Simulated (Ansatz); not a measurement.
# Mg on Cr(110): change of the work function, part 3 of 5

Aim: the work function of Cr(110) at several coverages of Mg (hollow site), and the dipole that each adsorbate carries.

Ansatz 0.2.0; plane-wave DFT, PBE, Ansatz PAW (the session's first sound run).

So far, work function, upper face (eV): step 2 (the clean slab) 4.78; step 3 (17 atoms, coverage 0.25 ML, cell 2x2) 2.91.

### 4. Adsorbate added, k-mesh 7×7×1, coverage 0.5 ML

System of this step: Mg/Cr(110). The cell holds 18 atoms: 16 Cr and 2 Mg. Its edges and angles: a = 4.988 Å, b = 4.988 Å, c = 26.543 Å, α = 90.0°, β = 90.0°, γ = 70.5°. Vacuum lies along c.

Another coverage, to see how the dipoles act on each other as their distance changes.

Contents of input.yaml:

```yaml
crystal:
  lattice:
    - [4.0729350596, -2.88, 0.0]
    - [4.0729350596, 2.88, 0.0]
    - [0.0, 0.0, 26.5429120705]
  atoms:
    - { symbol: Cr, position: [0.0, 0.0, 0.3390735717] }
    - { symbol: Cr, position: [0.25, 0.25, 0.4157971627] }
    - { symbol: Cr, position: [0.0, 0.0, 0.4915186514] }
    - { symbol: Cr, position: [0.25, 0.25, 0.5632189611] }
    - { symbol: Cr, position: [0.0, 0.5, 0.3390735717] }
    - { symbol: Cr, position: [0.25, 0.75, 0.4157971627] }
    - { symbol: Cr, position: [0.0, 0.5, 0.4915186514] }
    - { symbol: Cr, position: [0.25, 0.75, 0.5632189611] }
    - { symbol: Cr, position: [0.5, 0.0, 0.3390735717] }
    - { symbol: Cr, position: [0.75, 0.25, 0.4157971627] }
    - { symbol: Cr, position: [0.5, 0.0, 0.4915186514] }
    - { symbol: Cr, position: [0.75, 0.25, 0.5632189611] }
    - { symbol: Cr, position: [0.5, 0.5, 0.3390735717] }
    - { symbol: Cr, position: [0.75, 0.75, 0.4157971627] }
    - { symbol: Cr, position: [0.5, 0.5, 0.4915186514] }
    - { symbol: Cr, position: [0.75, 0.75, 0.5632189611] }
    - { symbol: Mg, position: [0.42, 0.42, 0.6609264283] }
    - { symbol: Mg, position: [0.92, 0.92, 0.6609264283] }
kpoints:
  mp_grid: { grid: [7, 7, 1] }
hamiltonian:
  xc: pbe
scf:
  occupations: { method: fermi_dirac, width: 0.1 }
  convergence: { dr2_threshold: 1.0e-08 }
efield:
  axis: 3
  dipole_correction: true
  ramp_position: 0.97
  ramp_width: 0.06
relax:
  f_tol: 0.02
  max_steps: 60
  constraints: [{ sites: [0, 1, 4, 5, 8, 9, 12, 13] }]
output:
  bader: true
  dos: { projected: true, e_range: [-8, 4] }
  write_potential: true
  write_density: true
  volumetric_format: npy
```

Started as:

```sh
> ansatz run input.yaml --threads 4 --pin off --max-ram 6144MiB --backend cpu --events-out ev --progress --plain --runs-dir out
```

Log:

```text
[...]
Crystal: 18 atoms, lattice volume = 622.700 Å³
Basis set: ecut = 420 eV, 12173 PW (Γ), exchange–correlation on 72×72×360 points (8 copies of the dense FFT grid, shifted against one another)
Bands: 147, of which v1, the nominal top of the filled ones, is band 122 counted from 1 (121 counted from 0)
Symmetry: 4 space group operations
[...]
k-points: 16 of 49 (time reversal used)
[...]
SCF iter   1: F=—  HF=-57882.753744 eV  |F-HF|=—  |Δ(HF+E_count)|=         —  Δρ=1.43e-2  dr2=2.14e1  ethr=1.77e-3  p=0.179 e·Å  D=5.21e-2 V/Å  ΔV_dip=-1.38 eV  dr2_dipole=9.46e0  V_vac-E_F(+/−)=3.15/4.53 eV  ⟨swp⟩=8.8  Hψ=11202  notcnv=0
[...]
SCF iter  13: F=-57882.449658 eV  HF=-57882.449658 eV  |F-HF|=5.14e-9  |Δ(HF+E_count)|=   3.94e-9  Δρ=2.80e-7  dr2=9.58e-10  ethr=4.10e-12  p=0.130 e·Å  D=3.78e-2 V/Å  ΔV_dip=-1.00 eV  dr2_dipole=8.67e-11  V_vac-E_F(+/−)=3.90/4.91 eV  ⟨swp⟩=9.8  Hψ=14594  notcnv=0
SCF 1 converged in 13 iterations: F = -57882.449658 eV  dr2 = 9.58e-10
[...]
relax step   1: F+E_penalty+E_count = -57882.44965760 eV  Δ(F+E_penalty+E_count) = +0.000e0 eV  max|allowed force component| = 5.483e-1 eV/Å  Δτ_max = 0.0000 Å  (13 SCF iters, accepted)
[...]
SCF iter  11: F=-57882.613480 eV  HF=-57882.613480 eV  |F-HF|=1.71e-9  |Δ(HF+E_count)|=   2.71e-8  Δρ=1.00e-6  dr2=7.77e-9  ethr=4.10e-12  p=0.144 e·Å  D=4.17e-2 V/Å  ΔV_dip=-1.11 eV  dr2_dipole=1.50e-11  V_vac-E_F(+/−)=3.80/4.91 eV  ⟨swp⟩=11.2  Hψ=16600  notcnv=0
SCF 2 converged in 11 iterations: F = -57882.613480 eV  dr2 = 7.77e-9
relax step   2: F+E_penalty+E_count = -57882.61347964 eV  Δ(F+E_penalty+E_count) = -1.638e-1 eV  max|allowed force component| = 2.542e-1 eV/Å  Δτ_max = 0.1930 Å  (11 SCF iters, accepted)
[...]
SCF iter  11: F=-57882.683306 eV  HF=-57882.683306 eV  |F-HF|=2.76e-10  |Δ(HF+E_count)|=   2.77e-8  Δρ=1.14e-6  dr2=8.42e-9  ethr=4.10e-12  p=0.147 e·Å  D=4.27e-2 V/Å  ΔV_dip=-1.13 eV  dr2_dipole=2.71e-10  V_vac-E_F(+/−)=3.77/4.91 eV  ⟨swp⟩=11.4  Hψ=17091  notcnv=0
SCF 3 converged in 11 iterations: F = -57882.683306 eV  dr2 = 8.42e-9
[...]
relax step   3: F+E_penalty+E_count = -57882.68330623 eV  Δ(F+E_penalty+E_count) = -6.983e-2 eV  max|allowed force component| = 2.678e-1 eV/Å  Δτ_max = 0.2000 Å  (11 SCF iters, accepted)
[...]
relax step   4: F+E_penalty+E_count = -57882.73756194 eV  Δ(F+E_penalty+E_count) = -5.426e-2 eV  max|allowed force component| = 9.662e-2 eV/Å  Δτ_max = 0.1947 Å  (12 SCF iters, accepted)
[...]
relax step   5: F+E_penalty+E_count = -57882.74844665 eV  Δ(F+E_penalty+E_count) = -1.088e-2 eV  max|allowed force component| = 9.887e-3 eV/Å  Δτ_max = 0.1207 Å  (11 SCF iters, accepted)
SCF iter   1: F=—  HF=-57882.748730 eV  |F-HF|=—  |Δ(HF+E_count)|=         —  Δρ=6.49e-4  dr2=7.52e-3  ethr=1.87e-5  p=0.160 e·Å  D=4.66e-2 V/Å  ΔV_dip=-1.24 eV  dr2_dipole=5.47e-4  V_vac-E_F(+/−)=3.67/4.91 eV  ⟨swp⟩=3.4  Hψ=4431  notcnv=0
[...]
SCF iter  10: F=-57882.748667 eV  HF=-57882.748667 eV  |F-HF|=1.44e-9  |Δ(HF+E_count)|=   5.36e-9  Δρ=4.71e-7  dr2=2.71e-9  ethr=4.10e-12  p=0.161 e·Å  D=4.67e-2 V/Å  ΔV_dip=-1.24 eV  dr2_dipole=4.28e-12  V_vac-E_F(+/−)=3.67/4.91 eV  ⟨swp⟩=9.5  Hψ=13484  notcnv=0
SCF 6 converged in 10 iterations: F = -57882.748667 eV  dr2 = 2.71e-9
relax step   6: F+E_penalty+E_count = -57882.74866727 eV  Δ(F+E_penalty+E_count) = -2.206e-4 eV  max|allowed force component| = 8.117e-3 eV/Å  Δτ_max = 0.0254 Å  (10 SCF iters, accepted)
[...]
SCF converged after 10 iterations
Free energy (F): -57882.748667 eV
[...]
Internal energy: -57882.100581 eV  (E = F + TS)
E sigma→0 (E₀):  -57882.424624 eV
Entropy (-TS):   -0.648087 eV (-36.005 meV/atom)
Fermi energy:    3.585320 eV
Dipole field:    D = 0.046653 V/Å  (p = 0.160545 e·Å, saw-weighted, corrected)
Work function:   Φ+ = 3.6700 eV   Φ− = 4.9083 eV
[...]
--- Forces (eV/Å), atoms counted from 1 ---
  atom   1  Cr    -0.00001421    -0.00000000     0.68681479
  atom   2  Cr    -0.00061827     0.00000000    -0.63487702
  atom   3  Cr     0.00003650     0.00000000    -0.00450067
  atom   4  Cr     0.00536699     0.00000000    -0.00811695
  atom   5  Cr     0.00000184    -0.00000000     0.66897107
  atom   6  Cr    -0.00059138     0.00000000    -0.70607288
  atom   7  Cr    -0.00050327    -0.00000000    -0.00235486
  atom   8  Cr    -0.00180568    -0.00000000    -0.00159891
  atom   9  Cr     0.00000184    -0.00000000     0.66897107
  atom  10  Cr    -0.00059138     0.00000000    -0.70607288
  atom  11  Cr    -0.00050327    -0.00000000    -0.00235486
  atom  12  Cr    -0.00180568    -0.00000000    -0.00159891
  atom  13  Cr    -0.00001421    -0.00000000     0.68681479
  atom  14  Cr    -0.00061827     0.00000000    -0.63487702
  atom  15  Cr     0.00003650     0.00000000    -0.00450067
  atom  16  Cr     0.00536699     0.00000000    -0.00811695
  atom  17  Mg    -0.00187108     0.00000000     0.00175149
  atom  18  Mg    -0.00187108     0.00000000     0.00175149
  max |Σ_I F_I| component: 3.21e-5 eV/Å
--- Band table (eV; the first three rows and the last of 16) ---
  k-point 0: bands = [... 118 lower, 3.8879, 4.0406, 4.0415, 4.1698, 4.1729, 4.2921, 4.4311, 4.4678, ... 21 higher]
  k-point 1: bands = [... 118 lower, 3.8034, 3.8228, 3.8893, 3.9321, 4.0360, 4.2446, 4.3530, 4.3740, ... 21 higher]
  k-point 2: bands = [... 118 lower, 3.3801, 3.4178, 3.4469, 3.6086, 3.6411, 4.0230, 4.0602, 4.1361, ... 21 higher]
  k-point 15: bands = [... 118 lower, 3.0805, 3.0853, 3.0949, 3.2098, 3.2522, 3.2543, 3.4096, 3.4126, ... 21 higher]
--- Relaxed structure (6 steps of the walk, 6 accepted, 0 SCFs on fresh bases) ---
  F+E_penalty+E_count = -57882.74866727 eV   max|allowed force component| = 8.117e-3 eV/Å
  atoms:
    - { symbol: Cr, position: [0.0, 0.0, 0.3390735717] }
    - { symbol: Cr, position: [0.250000, 0.250000, 0.4157971627] }
    - { symbol: Cr, position: [-3.018434e-5, -3.018434e-5, 0.491260] }
    - { symbol: Cr, position: [0.249902, 0.249902, 0.565295] }
    - { symbol: Cr, position: [0.0, 0.500000, 0.3390735717] }
    - { symbol: Cr, position: [0.250000, 0.75, 0.4157971627] }
    - { symbol: Cr, position: [-2.023409e-5, 0.499980, 0.491543] }
    - { symbol: Cr, position: [0.249981, 0.749981, 0.563301] }
    - { symbol: Cr, position: [0.500000, 0.0, 0.3390735717] }
    - { symbol: Cr, position: [0.75, 0.250000, 0.4157971627] }
    - { symbol: Cr, position: [0.499980, -2.023409e-5, 0.491543] }
    - { symbol: Cr, position: [0.749981, 0.249981, 0.563301] }
    - { symbol: Cr, position: [0.500000, 0.500000, 0.3390735717] }
    - { symbol: Cr, position: [0.75, 0.75, 0.4157971627] }
    - { symbol: Cr, position: [0.499970, 0.499970, 0.491260] }
    - { symbol: Cr, position: [0.749902, 0.749902, 0.565295] }
    - { symbol: Mg, position: [0.500320, 0.500320, 0.651173] }
    - { symbol: Mg, position: [1.000320, 1.000320, 0.651173] }
--- Bader charges: 18 sites ---
  site symbol  charge [e]  shift [e]
     0     Cr     -0.0318     0.0000
     1     Cr      0.0220     0.0000
     2     Cr      0.0183     0.0001
     3     Cr     -0.1518     0.0000
     4     Cr     -0.0330     0.0000
     5     Cr      0.0243     0.0000
     6     Cr      0.0329     0.0001
     7     Cr     -0.6989     0.0002
     8     Cr     -0.0330     0.0000
     9     Cr      0.0243     0.0000
    10     Cr      0.0330     0.0001
    11     Cr     -0.6989     0.0002
    12     Cr     -0.0318     0.0000
    13     Cr      0.0221     0.0000
    14     Cr      0.0183     0.0001
    15     Cr     -0.1518     0.0000
    16     Mg      0.8181     0.0000
    17     Mg      0.8181     0.0000
  estimated error of the sums over rays = 8.9e-4 e
```

Run time: 11 min. Hardware: 4 threads of Arm Neoverse N1, shared host; peak memory 2.9 GiB; 44 min of CPU time.

Relaxation path:

```tsv
step	energy less that of the first step (eV)	largest force component (eV/Å)
1	0.0000	0.5483
2	-0.1638	0.2542
3	-0.2336	0.2678
4	-0.2879	0.0966
5	-0.2988	0.0099
6	-0.2990	0.0081
```

Forces are held to the 4 operations that the program found; a distortion that breaks them can't arise in this run.

The atoms that moved most (Å):

```tsv
atom	dx	dy	dz	length
Mg18	0.654	0.000	-0.259	0.704
Mg17	0.654	0.000	-0.259	0.704
Cr4	-0.001	0.000	0.055	0.055
Cr16	-0.001	0.000	0.055	0.055
Cr15	0.000	0.000	-0.007	0.007
Cr3	0.000	0.000	-0.007	0.007
```

Final coordinates:

```xyz
18
Lattice="4.0729 -2.8800 0.0000 4.0729 2.8800 0.0000 0.0000 0.0000 26.5429" Properties=species:S:1:pos:R:3
Cr    0.0000    0.0000    9.0000
Cr    2.0365    0.0000   11.0365
Cr   -0.0002    0.0000   13.0395
Cr    2.0357    0.0000   15.0046
Cr    2.0365    1.4400    9.0000
Cr    4.0729    1.4400   11.0365
Cr    2.0363    1.4400   13.0470
Cr    4.0728    1.4400   14.9516
Cr    2.0365   -1.4400    9.0000
Cr    4.0729   -1.4400   11.0365
Cr    2.0363   -1.4400   13.0470
Cr    4.0728   -1.4400   14.9516
Cr    4.0729    0.0000    9.0000
Cr    6.1094    0.0000   11.0365
Cr    4.0727    0.0000   13.0395
Cr    6.1086    0.0000   15.0046
Mg    4.0755    0.0000   17.2840
Mg    8.1485    0.0000   17.2840
```

Read from the output:

| Item | Value |
| --- | --- |
| energy at zero smearing | -57882.4246 eV |
| work function, upper face | 3.670 eV |
| work function, lower face | 4.908 eV |
| dipole along the normal | 0.1605 e·Å |
| step between the vacuum levels | -1.238 eV |

The density of states has structure finer than the step of the table below, so its rows give means over 0.25 eV. Peaks (eV: height): -2.350: 36.2, -2.230: 44.6, -1.980: 42.6, -1.860: 39.6, -1.740: 38.0, -1.440: 37.7, 0.900: 42.0.

The density of states by energy, zero at the Fermi level; means over each step:

energy (eV), density of states (states/eV a cell) and a bar:
```
    -7.75        0.0 
    -7.50        0.0 
    -7.25        0.8 #
    -7.00        0.9 #
    -6.75        0.9 #
    -6.50        0.9 #
    -6.25        1.1 #
    -6.00        2.3 ##
    -5.75        2.0 ##
    -5.50        2.0 ##
    -5.25        2.9 ##
    -5.00        3.1 ##
    -4.75        3.1 ###
    -4.50        5.9 #####
    -4.25        6.5 #####
    -4.00       14.6 ############
    -3.75       15.5 ############
    -3.50       16.1 #############
    -3.25       22.0 ##################
    -3.00       22.1 ##################
    -2.75       16.7 #############
    -2.50       14.8 ############
    -2.25       29.4 ########################
    -2.00       30.6 #########################
    -1.75       28.4 #######################
    -1.50       27.6 ######################
    -1.25       29.5 ########################
    -1.00       26.2 #####################
    -0.75       22.6 ##################
    -0.50       18.0 ##############
    -0.25       17.8 ##############
     0.00       18.2 ###############
     0.25       22.6 ##################
     0.50       26.7 #####################
     0.75       37.4 ##############################
```

Projected DOS per atom over height of the atomic layer and energy from the Fermi level. Layers: Cr4 Cr4 Cr4 Cr4 Mg2 from below.

Ten even steps from '0' (0.00 states/eV) to '9' (2.59 states/eV), each cell a mean:
```
99970
75550
53251
52251
73360
85570
76560
77760
35650
44451
35541
14521
13310
01110
00000
00000
00000
00000
00000
00000
00000
00000
```
Columns: height of the atomic layer (Å) from 9 to 17.3 (not evenly spaced); rows upwards: energy from the Fermi level (eV) from -7.96 to 1.04.

The relaxation took 6 steps and lowered the energy by 0.30 eV; the largest force on the free atoms ends at 0.0081 eV/Å.

The covered face has 3.67 eV, -1.11 eV against the clean one; the bare back face has moved by -0.01 eV, a measure of how thin the slab is.

### 5. Adsorbate added, k-mesh 13×13×1, coverage 1 ML

System of this step: Mg/Cr(110). The cell holds 5 atoms: 4 Cr and 1 Mg. Cell: a = 2.494 Å, b = 2.494 Å, c = 26.543 Å, α = 90.0°, β = 90.0°, γ = 70.5°. Vacuum lies along c.

Another coverage, to see how the dipoles act on each other as their distance changes.

input.yaml, the sections that differ from step 4:

```yaml
crystal:
  lattice:
    - [2.0364675298, -1.44, 0.0]
    - [2.0364675298, 1.44, 0.0]
    - [0.0, 0.0, 26.5429120705]
  atoms:
    - { symbol: Cr, position: [0.0, 0.0, 0.3390735717] }
    - { symbol: Cr, position: [0.5, 0.5, 0.4157971627] }
    - { symbol: Cr, position: [0.0, 0.0, 0.4915186514] }
    - { symbol: Cr, position: [0.5, 0.5, 0.5632189611] }
    - { symbol: Mg, position: [0.84, 0.84, 0.6609264283] }
kpoints:
  mp_grid: { grid: [13, 13, 1] }
relax:
  f_tol: 0.02
  max_steps: 60
  constraints: [{ sites: [0, 1] }]
output:
  bader: true
  write_potential: true
  write_density: true
  volumetric_format: npy
# hamiltonian, scf, efield: as in step 4
```

Log:

```text
[...]
Crystal: 5 atoms, lattice volume = 155.675 Å³
Basis set: ecut = 420 eV, 3007 PW (Γ), exchange–correlation on 36×36×360 points (8 copies of the dense FFT grid, shifted against one another)
Bands: 40, of which v1, the nominal top of the filled ones, is band 33 counted from 1 (32 counted from 0)
Symmetry: 2 space group operations
[...]
4     Mg      1.0813     0.0002     0.4839
  maxima off the nuclei: 2, with 0.6908 electrons
  on the straight line to a nucleus their density falls by 2.2e-2 of itself; PAW files or a low cutoff
  can make one that falls by little (a run on other files and one at a higher cutoff tell): if they did, read the shared
  charge, to which what the maxima have on the atom's side is counted
  estimated error of the sums over rays = 4.5e-4 e
[key lines of the parts left out:]
SCF converged after 8 iterations
Free energy (F): -15432.205166 eV
Fermi energy:    4.030196 eV
Dipole field:    D = 0.025966 V/Å  (p = 0.022339 e·Å, saw-weighted, corrected)
Work function:   Φ+ = 4.1793 eV   Φ− = 4.8685 eV
```

Run time: 1.9 min. Hardware: 4 threads; peak memory 0.63 GiB; 7.5 min of CPU time.

Relaxation path:

```tsv
step	energy less that of the first step (eV)	largest force component (eV/Å)
1	0.0000	0.6247
2	-0.0823	0.2313
3	-0.1177	0.1120
4	-0.1339	0.0412
5	-0.1365	0.0071
```

Forces are held to the 2 operations that the program found; a distortion that breaks them can't arise in this run.

The atoms that moved most (Å):

```tsv
atom	dx	dy	dz	length
Mg5	0.653	0.000	-0.179	0.678
Cr4	0.000	0.000	0.042	0.042
Cr3	0.000	0.000	-0.010	0.010
```

Running mean over 2.036 Å of the planar mean; the ramp of the sawtooth is left out. Table of electron's electrostatic potential energy less the Fermi level by z:

```tsv
z (Å)	electron's electrostatic potential energy less the Fermi level (eV)
3.5	4.87
4.0	4.87
4.5	4.87
5.0	4.86
5.5	4.84
6.0	4.77
6.5	4.54
7.0	3.80
7.5	1.35
8.0	-3.34
8.5	-7.77
9.0	-9.57
9.5	-9.75
10.0	-9.80
10.5	-9.88
11.0	-9.94
11.5	-10.1
12.0	-10.3
12.5	-10.2
13.0	-10.0
13.5	-10.3
14.0	-10.5
14.5	-10.2
15.0	-9.62
15.5	-8.35
16.0	-6.46
16.5	-7.08
17.0	-8.61
17.5	-8.96
18.0	-7.11
18.5	-2.20
19.0	1.78
19.5	3.34
20.0	3.91
20.5	4.10
21.0	4.15
21.5	4.17
22.0	4.18
22.5	4.18
23.0	4.18
```

The relaxation took 5 steps and lowered the energy by 0.14 eV; the largest force on the free atoms ends at 0.0071 eV/Å.

The covered face has 4.18 eV, -0.60 eV against the clean one; the bare back face has moved by -0.05 eV, a measure of how thin the slab is.

### 6. Work function against coverage

This step: plane-wave DFT, PBE, Ansatz PAW; work function against coverage (Ansatz 0.2.0).

The runs are now put side by side.

This step gave:

- work function of the clean face: 4.777 eV
- largest change of the work function: -1.871 eV

Table of work function of the covered face by coverage:

```tsv
coverage (adsorbates/nm²)	work function of the covered face (eV)
0.00	4.78
4.26	2.91
8.53	3.67
17.05	4.18
```

The dipole per adsorbate comes from the change of the cell's dipole. Coverage, by row:

```tsv
coverage (1/nm²)	coverage (ML)	work function (eV)	change (eV)	dipole per adsorbate, positive end outwards (debye)	mean height of the added atoms over the highest substrate atom (Å)
4.263	0.25	2.905	-1.871	1.142	2.161
8.525	0.5	3.67	-1.107	0.341	2.279
17.05	1	4.179	-0.5976	0.085	2.372
```

(Continued in part 4 of 5.)

[Long decimals in the printed logs are rounded to 6 places.]

[Logs are printed without paths, hosts, clocks, repeated set-up lines and the standing remarks that a program may print on its own settings, such as how far it seeks lower states.]

[Hosts, paths, dates, database ids (printed as entryN), source tags and the programs' standing remarks are cut or masked in the printed files.]

[Maps of the electrostatic potential energy from Ansatz leave out the sawtooth potential of an applied field or a dipole correction, so their vacuum need not be flat; planar profiles and work functions include it.]

[The density of states shown here was stored with 400 of the rows of the run's finer table, so its peaks can read low, often by over a quarter, or be missed, and its means over a window can be off by a tenth or more.]
